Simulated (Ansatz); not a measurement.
# Dielectric function and optical constants of MgO (Periclase)

What colour and refractive index does MgO (Periclase) have at this level of theory? The cell comes from an older database entry, whose edges can differ from later determinations, mostly by under a per cent.

Calculated with Ansatz 0.2.0; DFT, PBE, plane-wave PAW, default files, scalar-relativistic, independent-particle optical response without local fields.

The database entry behind the starting cell differs from other determinations of this structure, so it need not match the best structure at room temperature.

### Step 1. The structure

Symmetry: Fm-3m, No. 225, cubic system. Conventional cell: a = 4.217 Å, b = 4.217 Å, c = 4.217 Å, α = 90.00°, β = 90.00°, γ = 90.00°. Nearest to Mg lie 6 O at 2.11 Å. Nearest to O lie 6 Mg at 2.11 Å. Farther neighbours, and contacts between anions beyond the nearest, are not listed.

### Step 2. Ground state and bands

The self-consistent density comes first; it also tells whether there is a gap, which decides the occupations and the need for a Drude term.

This step: DFT, PBE, plane-wave PAW, default files, scalar-relativistic, ground state (Ansatz 0.2.0).

Contents of input.yaml:

```yaml
crystal:
  lattice:
    - [0.0, 2.1085, 2.1085]
    - [2.1085, 0.0, 2.1085]
    - [2.1085, 2.1085, 0.0]
  atoms:
    - { symbol: Mg, position: [0.0, 0.0, 0.0] }
    - { symbol: O, position: [0.5, 0.5, 0.5] }
kpoints:
  mp_grid: { grid: [9, 9, 9] }
  band_path:
    path:
      - [[0.0, 0.0, 0.0], [0.5, 0.0, 0.5], [0.5, 0.25, 0.75], [0.375, 0.375, 0.75], [0.0, 0.0, 0.0], [0.5, 0.5, 0.5], [0.625, 0.25, 0.625], [0.5, 0.25, 0.75], [0.5, 0.5, 0.5], [0.375, 0.375, 0.75]]
      - [[0.625, 0.25, 0.625], [0.5, 0.0, 0.5]]
    npoints: 6
scf:
  occupations: { method: fermi_dirac, width: 0.05 }
  n_extra_bands: 6
hamiltonian:
  xc: pbe
  pseudopotentials: { kind: paw }
output:
  forces: true
  stress: true
  populations: true
  write_bands: true
  write_density: true
  write_potential: true
  elf: true
  volumetric_format: npy
```

Started as:

```sh
ansatz run input.yaml --threads 4 --pin off --max-ram 8192MiB --backend cpu --events-out ev --progress --plain --runs-dir out
```

Output:

```text
scf.n_extra_bands = 6 over 8 filled bands (N_el = 16.0): the run solves 14 bands
Engine: ansatz 0.2.0, x86_64-unknown-linux-gnu
Pseudopotentials: kind: paw
Pseudopotential: Mg, paw, valence charge 10, recommended cutoff 420 eV (normal), Mg.paw.azcp
Pseudopotential: O, paw, valence charge 6, recommended cutoff 420 eV (normal), O.paw.azcp
Functional definition: PBE
  parameter kappa = 0.804
  parameter beta = 0.066725
  exchange = pbe_x(kappa = kappa, mu = beta*pi^2/3)
  correlation = pbe_c(beta = beta)
Crystal: 2 atoms, lattice volume = 18.748 Å³
Basis set: ecut = 420 eV, 339 PW (Γ), exchange–correlation on 40×40×40 points (8 copies of the dense FFT grid, shifted against one another)
Bands: 14, of which v1, the nominal top of the filled ones, is band 8 counted from 1 (7 counted from 0)
Symmetry: 48 space group operations
Space group: Fm-3m (ITA 225), of the structure as read, at distance tolerance 2.7e-5 Å
k-points: 35 of 729
Non-local potential: Mg, projectors of the file, l = 0: 3, l = 1: 2, l = 2: 1
Non-local potential: O, projectors of the file, l = 0: 2, l = 1: 2, l = 2: 1
PAW form: soft (Blöchl's): semilocal exchange-correlation on the pseudo side does not see the compensation charge
PAW one-centre angular grid: Mg, 110 points (default); XC on 64 Gauss nodes
PAW one-centre angular grid: O, 110 points (default); XC on 64 Gauss nodes
Initial density: superposition of atomic densities (neutral atoms: chi_scale 0, normalization atom), corrected by the library's trained network
Initial wavefunctions: pseudopotential atomic-orbital guess
Functional: x = pbe(κ = 0.804, μ = 0.219515), c = pbe(β = 0.066725)
SCF iter   1: F=—  HF=-2494.132515 eV  |F-HF|=—  |Δ(HF+E_count)|=         —  Δρ=6.07e-4  dr2=1.32e-5  ethr=1.77e-3  ⟨swp⟩=5.5  Hψ=2674  notcnv=0  defer=12
preconditioner: auto → none  [insulator: Δε(μ)=4.708 eV  Ē_g=21.210 eV  σ=0.050 eV  W_gap=1.00  n_scr=8 (ndim 8)  ℏωp=24.3 eV  f_vac=0.000  D(μ)=0.00/eV (n_scr^D=0)  ε∞_Penn≈2.3]
SCF iter   2: F=—  HF=-2494.132764 eV  |F-HF|=—  |Δ(HF+E_count)|=   2.50e-4  Δρ=4.18e-4  dr2=1.52e-5  ethr=8.27e-8  ⟨swp⟩=3.1  Hψ=1196  notcnv=0  defer=23
SCF iter   3: F=—  HF=-2494.132781 eV  |F-HF|=—  |Δ(HF+E_count)|=   1.64e-5  Δρ=2.52e-4  dr2=4.90e-6  ethr=8.27e-8  ⟨swp⟩=1.3  Hψ=492  notcnv=0  defer=23
SCF iter   4: F=—  HF=-2494.132800 eV  |F-HF|=—  |Δ(HF+E_count)|=   1.94e-5  Δρ=5.41e-5  dr2=3.02e-7  ethr=3.06e-8  ⟨swp⟩=2.0  Hψ=594  notcnv=0  defer=23
iter 5 did not close the SCF: its close was put off for the readings that it lacked (scf_convergence_deferred on its scf_iter line)
SCF iter   5: F=-2494.132800 eV  HF=-2494.132800 eV  |F-HF|=3.00e-8  |Δ(HF+E_count)|=   7.69e-8  Δρ=1.68e-5  dr2=3.05e-8  ethr=1.89e-9  ⟨swp⟩=2.2  Hψ=666  notcnv=0  defer=23
SCF iter   6: F=-2494.132800 eV  HF=-2494.132800 eV  |F-HF|=5.82e-9  |Δ(HF+E_count)|=   1.00e-8  Δρ=7.06e-6  dr2=5.73e-9  ethr=1.90e-10  ⟨swp⟩=7.6  Hψ=2716  notcnv=0
SCF 1 converged in 6 iterations: F = -2494.132800 eV  dr2 = 5.73e-9
  greatest PAW one-centre occupation: 1.000 electrons in one spin orbital (limit 2), on the Mg atom at site 0 (counted from 0), in its partial waves of l = 0
NSCF: frozen V_eff on 62 k-points
SCF converged after 6 iterations
Free energy (F): -2494.132800 eV
Harris-Foulkes:  -2494.132800 eV  (|F-HF|=5.82e-9)
Internal energy: -2494.132800 eV  (E = F + TS)
E sigma→0 (E₀):  -2494.132800 eV
Fermi energy:    10.495237 eV
--- Per-component energies (eV) ---
  E_band       = -293.272354
  E_kinetic    = 255.748189
  E_local      = -1604.634606  (includes V_loc(G=0)·N_el)
  E_nonlocal   = 142.808298
  E_hartree    = 555.153866
  E_xc         = -105.259716
  E_vxc        = -134.890028  (∫ρ·V_xc dr)
  E_paw        = -450.094475  (= ΣΔE_a)
  E_vpaw       = -62.612380  (= ΣTr[D̂ρ^β])
  E_aug_tail   = 0.002520  (compensation charges beyond the density's cutoff)
  E_ewald      = -1287.856876
  E_smearing   = -0.000000  (= −TS)
  E_closure    = 0.000000  (closes the sum)
  Σ components = -2494.132800   (vs F -2494.132800, Δ=0.00e0)
--- Forces (eV/Å), atoms counted from 1 ---
  atom   1  Mg    -0.00000000     0.00000000     0.00000000
  atom   2  O      0.00000000    -0.00000000     0.00000000
  max |Σ_I F_I| component: 2.02e-29 eV/Å
--- Stress (GPa, compression-positive) ---
        4.094653       0.000000       0.000000
        0.000000       4.094653       0.000000
        0.000000       0.000000       4.094653
  P = ⅓ Tr σ = 4.0947 GPa (40.947 kbar)
--- Band table (eV; the first three rows and the last of 35) ---
  k-point 0: bands = [... 4 lower, -9.1430, 8.0914, 8.0914, 8.0914, 12.8004, 23.8927, 23.8927, 23.8927, ... 2 higher]
  k-point 1: bands = [... 4 lower, -9.0098, 7.3124, 8.0095, 8.0095, 13.5518, 22.4452, 24.1806, 24.1806, ... 2 higher]
  k-point 2: bands = [... 4 lower, -8.6528, 5.8216, 7.8106, 7.8106, 14.8770, 20.8871, 24.6845, 24.6845, ... 2 higher]
  k-point 34: bands = [... 4 lower, -7.5773, 4.8564, 5.4501, 6.4899, 19.4185, 19.6656, 20.3668, 23.9849, ... 2 higher]
--- Löwdin populations: 2 sites ---
  site symbol       q [e]
     0     Mg      8.4652
     1      O      7.3898
  spilling = 0.009066 (of n_electrons = 16.000000)
```

It took 0.37 s on 4 threads of Intel Xeon Platinum 8488C (Sapphire Rapids), shared host; peak memory 0.3 GiB.

The column dr2 measures how far the density is from self-consistency, as an energy; F and HF (Harris–Foulkes) agree once it is small.

Read-outs:

- free energy: -2494.1328 eV
- Fermi energy: 10.50 eV
- gap by band count: 4.709 eV
- electrons: 16
- symmetry operations: 48
- pressure: 4.095 GPa
- gap on the k-mesh: 4.709 eV
- volume: 18.75 Å³
- gap on the path: 4.709 eV
- least direct gap on the path: 4.709 eV

There is a gap, 4.71 eV on the path, so no carriers' term is needed. The cell is left with a pressure of 4.1 GPa, as it stands unrelaxed at this level.

The electronic bands at the labelled points (eV, zero at the Fermi level; v1 is the highest filled band, c1 the lowest empty one):

```csv
point,v3,v2,v1,c1,c2,c3,c4
Γ,-2.40,-2.40,-2.40,2.31,13.40,13.40,13.40
halfway,-5.02,-3.13,-3.13,5.64,8.77,13.08,15.04
X,-6.44,-3.74,-3.74,6.74,7.55,10.67,16.54
halfway,-6.14,-4.28,-3.96,7.61,8.43,10.33,14.90
W,-5.33,-5.33,-4.16,9.23,9.23,9.74,13.09
halfway,-5.72,-5.08,-3.85,8.26,9.49,9.86,14.00
K,-5.86,-5.09,-3.54,7.69,9.35,10.11,15.70
halfway,-5.33,-3.57,-2.79,5.74,9.59,12.94,15.51
Γ,-2.40,-2.40,-2.40,2.31,13.40,13.40,13.40
halfway,-5.05,-2.74,-2.74,4.67,10.16,14.24,14.24
L,-6.99,-3.05,-3.05,5.49,10.17,13.91,13.91
halfway,-6.52,-4.12,-3.24,6.86,9.87,11.44,14.67
U,-5.86,-5.09,-3.54,7.69,9.35,10.11,15.70
halfway,-5.72,-5.08,-3.85,8.26,9.49,9.86,14.00
W,-5.33,-5.33,-4.16,9.23,9.23,9.74,13.09
halfway,-6.37,-4.32,-3.38,7.26,9.77,11.07,14.48
L,-6.99,-3.05,-3.05,5.49,10.17,13.91,13.91
halfway,-6.52,-4.12,-3.24,6.86,9.87,11.44,14.67
K,-5.86,-5.09,-3.54,7.69,9.35,10.11,15.70
jump to U,-5.86,-5.09,-3.54,7.69,9.35,10.11,15.70
halfway,-6.29,-4.19,-3.69,7.12,8.07,10.51,16.15
X,-6.44,-3.74,-3.74,6.74,7.55,10.67,16.54
```

The electronic bands as a text plot (rows in eV, shown from -7.0 to 8.3 only):

```
    8.0 |          ++  ++++                   +++   +        + +
    7.3 |     ++++++       ++                +       +      + +++
    6.7 |     +++++                         +         +    +    +
    6.1 |                                  +              +
    5.4 |    +               ++        ++++            +++
    4.8 |                             +
    4.2 |  ++                  +
    3.5 |                           ++
    2.9 | +                     ++ +
    2.2 |+                        +
    1.6 |
    1.0 |
    0.3 |
   -0.3 |
   -0.9 |
   -1.6 |
   -2.2 |**                     ****
   -2.9 | ****             ******* *********           ****
   -3.5 |     *****     ***  **           *******   **** ********
   -4.1 |  **      *****   **  *    **      *    *** *     *   *
   -4.8 |    *      ** *              *      *  *   *       * *
   -5.4 |            ** ***  **               ** ***         *
   -6.0 |     ***  **  ******          *     ****   *       ****
   -6.7 |        **                     *****        *******    *
         Γ       X    W  K        Γ      L     U  W     L   K|U X
```

Valence density in the ac plane of the conventional cell at fractional y = 0.000, with atoms of Mg and O within 0.2 Å of it. It is the smooth field of the valence electrons, not physical close to the nuclei.

Ten steps, logarithmic in the rise over the least value, from '0' (0 e/Å³) to '9' (26 e/Å³), each cell a mean:
```
97202466531158
53001345420025
10000122210001
11000001000001
33100023100123
65310378510245
76311599831256
65311589720246
54200255300134
22100011000012
10000011100000
31001233310002
85102456531037
98312567631159
```

Electrostatic potential energy in the ac plane of the conventional cell at fractional y = 0.000, with atoms of Mg and O within 0.2 Å of it. With pseudopotentials it is smooth inside the atoms' cores, unlike the true potential.

Ten even steps from '0' (-65 eV) to '9' (11 eV), each cell a mean:
```
02799643589850
46899966799975
88999999999998
99999999999999
89999876799998
46998621479975
24898400169963
35898500279964
67999754689996
99999988899999
99999999999999
67999988999987
14799754699862
01699632489840
```

### Step 3. Spectrum

The spectrum is a sum over vertical transitions between filled and empty bands at the fixed density, so many empty bands are needed.

This step: DFT, PBE, plane-wave PAW, default files, scalar-relativistic, independent-particle optical response without local fields (Ansatz 0.2.0).

input.yaml, the sections that differ from step 2:

```yaml
kpoints:
  mp_grid: { grid: [9, 9, 9] }
scf:
  occupations: { method: fixed }
output:
  optics:
    e_range: [0, 22]
    de: 0.05
    sigma: 0.2
    nscf_kmesh: { grid: [14, 14, 14] }
    bands: { spectra_wanted_up_to: 22 }
# crystal, hamiltonian: as in step 2
```

Output:

```text
[...]
Crystal: 2 atoms, lattice volume = 18.748 Å³
Basis set: ecut = 420 eV, 339 PW (Γ)
Bands: 12, of which v1, the nominal top of the filled ones, is band 8 counted from 1 (7 counted from 0)
Symmetry: 48 space group operations
[...]
k-points: 35 of 729
[...]
SCF iter   1: F=—  HF=-2494.132749 eV  |F-HF|=—  |Δ(HF+E_count)|=         —  Δρ=5.62e-4  dr2=6.39e-6  ethr=1.77e-3  ⟨swp⟩=4.6  Hψ=2189  notcnv=0  defer=57
[...]
SCF iter   7: F=-2494.132838 eV  HF=-2494.132838 eV  |F-HF|=0.00e0  |Δ(HF+E_count)|=  2.73e-11  Δρ=1.56e-7  dr2=1.79e-12  ethr=1.00e-12  ⟨swp⟩=3.7  Hψ=1809  notcnv=0
SCF 1 converged in 7 iterations: F = -2494.132838 eV  dr2 = 1.79e-12
[...]
NSCF: frozen V_eff on 104 k-points
[...]
output.optics: what the bands over the 21 summed would add to eps1, eps2 and the energy-loss function is held between a lower and an upper bound (6 Lanczos steps). eps1, eps2 and their loss function (loss_summed_bands) are given on every row as the summed bands alone make them. Along an axis, on a row where the two bounds hold the loss function to about 1 % of the greater of itself and 0.5 % of |1/eps|, its cell (loss_completed) is given, with the completed eps1 and eps2 that it is formed of (a cell that is left empty reads nan in the table and null in the record). The two bounds hold it so along every axis on all 441 rows up to 22.000 eV. [rest of the remark cut]
SCF converged after 7 iterations
Free energy (F): -2494.132838 eV
[...]
Internal energy: -2494.132838 eV  (E = F + TS)
E sigma→0 (E₀):  -2494.132838 eV
Fermi energy:    8.091387 eV
[...]
--- Band table (eV; the first three rows and the last of 35) ---
  k-point 0: bands = [... 4 lower, -9.1430, 8.0914, 8.0914, 8.0914, 12.8005, 23.8928, 23.8928, 23.8928]
  k-point 1: bands = [... 4 lower, -9.0098, 7.3124, 8.0095, 8.0095, 13.5519, 22.4453, 24.1807, 24.1807]
  k-point 2: bands = [... 4 lower, -8.6527, 5.8216, 7.8106, 7.8106, 14.8772, 20.8873, 24.6846, 24.6846]
  k-point 34: bands = [... 4 lower, -7.5773, 4.8564, 5.4501, 6.4899, 19.4186, 19.6657, 20.3668, 23.9850]
```

Run time: 2.5 s. Hardware: 4 threads; peak memory 0.59 GiB.

Numbers from this step:

| Quantity | Value |
| --- | --- |
| electronic dielectric constant ε∞, mean of the axes | 3.263 |
| absorption onset, first axis (α over 10⁴ cm⁻¹, or the direct gap if that lies higher) | 4.709 eV |
| main peak of Im epsilon, first axis | 11.06 eV |
| least direct gap on the mesh | 4.709 eV |
| bands summed | 21 |
| spectra valid up to | 35.19 eV |
| program's estimate of the k-sum error in Im epsilon | 0.09 % |
| electrons in the f-sum | 7.570 |

The Im ε, any direction by photon energy; read off at these points:

```csv
photon energy (eV),"Im ε, any direction"
4.00,0
4.50,0.0152
5.00,0.495
5.50,0.785
6.00,0.956
6.50,1.10
7.00,1.25
7.50,1.45
8.00,1.81
8.50,3.10
8.75,3.60
9.00,3.43
9.50,3.04
10.00,2.79
10.50,3.30
11.00,5.79
11.50,4.41
12.00,3.26
12.50,2.89
13.00,2.81
13.50,1.92
14.00,2.62
14.50,2.48
15.00,3.61
15.20,3.93
15.50,3.41
16.00,2.57
16.50,2.67
17.00,2.26
17.50,2.26
18.00,2.72
18.50,1.40
19.00,0.932
19.50,0.684
20.00,0.618
20.50,0.702
21.00,0.928
21.50,0.607
22.00,0.494
```

Re ε, any direction against photon energy:

```csv
photon energy (eV),"Re ε, any direction"
0,3.26
1,3.28
2,3.35
3,3.49
4,3.76
5,4.35
6,4.23
7,4.33
8,4.81
9,3.59
10,3.35
11,2.92
12,0.710
13,0.676
14,1.46
15,1.52
16,0.0602
17,-0.212
18,-0.797
19,-0.786
20,-0.163
21,-0.141
22,0.00914
```

Table of refractive index n and extinction k by photon energy:

```csv
photon energy (eV),n,k
0.0,1.81,0
0.5,1.81,0
1.0,1.81,0
1.5,1.82,0
2.0,1.83,0
2.5,1.85,0
3.0,1.87,0
3.5,1.90,0
4.0,1.94,0
4.5,2.02,0.00376
5.0,2.09,0.119
5.5,2.07,0.189
6.0,2.07,0.231
6.5,2.08,0.264
7.0,2.10,0.297
7.5,2.15,0.337
8.0,2.23,0.406
8.5,2.34,0.663
9.0,2.07,0.828
9.5,1.96,0.776
10.0,1.96,0.710
10.5,2.22,0.745
11.0,2.17,1.33
11.5,1.57,1.40
12.0,1.42,1.15
12.5,1.39,1.04
13.0,1.34,1.05
13.5,1.29,0.746
14.0,1.49,0.878
14.5,1.48,0.839
15.0,1.65,1.09
15.5,1.29,1.33
16.0,1.15,1.12
16.5,1.16,1.16
17.0,1.01,1.11
17.5,1.04,1.09
18.0,1.01,1.35
18.5,0.565,1.24
19.0,0.466,1.00
19.5,0.430,0.794
20.0,0.488,0.633
20.5,0.648,0.542
21.0,0.632,0.735
21.5,0.494,0.614
22.0,0.502,0.493
```

Values under 1 per cm are given as 1. Table of absorption coefficient, any direction by photon energy:

photon energy (eV), log10 absorption coefficient, any direction (1/cm) and a bar:
```
     0.00        0.0 
     1.00        0.0 
     2.00        0.0 
     3.00        0.0 
     4.00        0.0 
     5.00        4.8 ######################
     6.00        5.1 ########################
     7.00        5.3 #########################
     8.00        5.5 ##########################
     9.00        5.9 ############################
    10.00        5.9 ###########################
    11.00        6.2 #############################
    12.00        6.1 #############################
    13.00        6.1 #############################
    14.00        6.1 #############################
    15.00        6.2 #############################
    16.00        6.3 #############################
    17.00        6.3 #############################
    18.00        6.4 ##############################
    19.00        6.3 ##############################
    20.00        6.1 #############################
    21.00        6.2 #############################
    22.00        6.0 ############################
```

Table of loss function −Im 1/ε at q → 0, any direction by energy loss; read off at these points:

```csv
energy loss (eV),"loss function −Im 1/ε at q → 0, any direction"
4.00,0
4.50,9.2e-4
5.00,0.0258
5.50,0.0418
6.00,0.0509
6.50,0.0570
7.00,0.0615
7.50,0.0650
8.00,0.0687
8.50,0.0887
9.00,0.139
9.50,0.155
10.00,0.147
10.50,0.110
11.00,0.138
11.50,0.224
12.00,0.293
12.50,0.319
13.00,0.336
13.35,0.436
13.50,0.390
14.00,0.291
14.50,0.298
15.00,0.235
15.50,0.293
16.00,0.389
16.50,0.374
17.00,0.439
17.50,0.441
18.00,0.338
18.50,0.406
19.00,0.627
19.50,1.03
20.00,1.51
20.20,1.62
20.50,1.38
21.00,1.05
21.50,1.57
22.00,2.02
```

(Continued in part 2 of 2.)

[Long decimals in the printed logs are rounded to 6 places.]

[Logs are printed without paths, hosts, clocks, repeated set-up lines and the standing remarks that a program may print on its own settings, such as how far it seeks lower states.]

[Hosts, paths, dates, database ids (printed as entryN), source tags and the programs' standing remarks are cut or masked in the printed files.]

[Where the starting crystal was built by hand or by swapping elements, it need not be the compound's stable phase.]

[The count of steps not shown may lack steps that the program refused or didn't finish.]
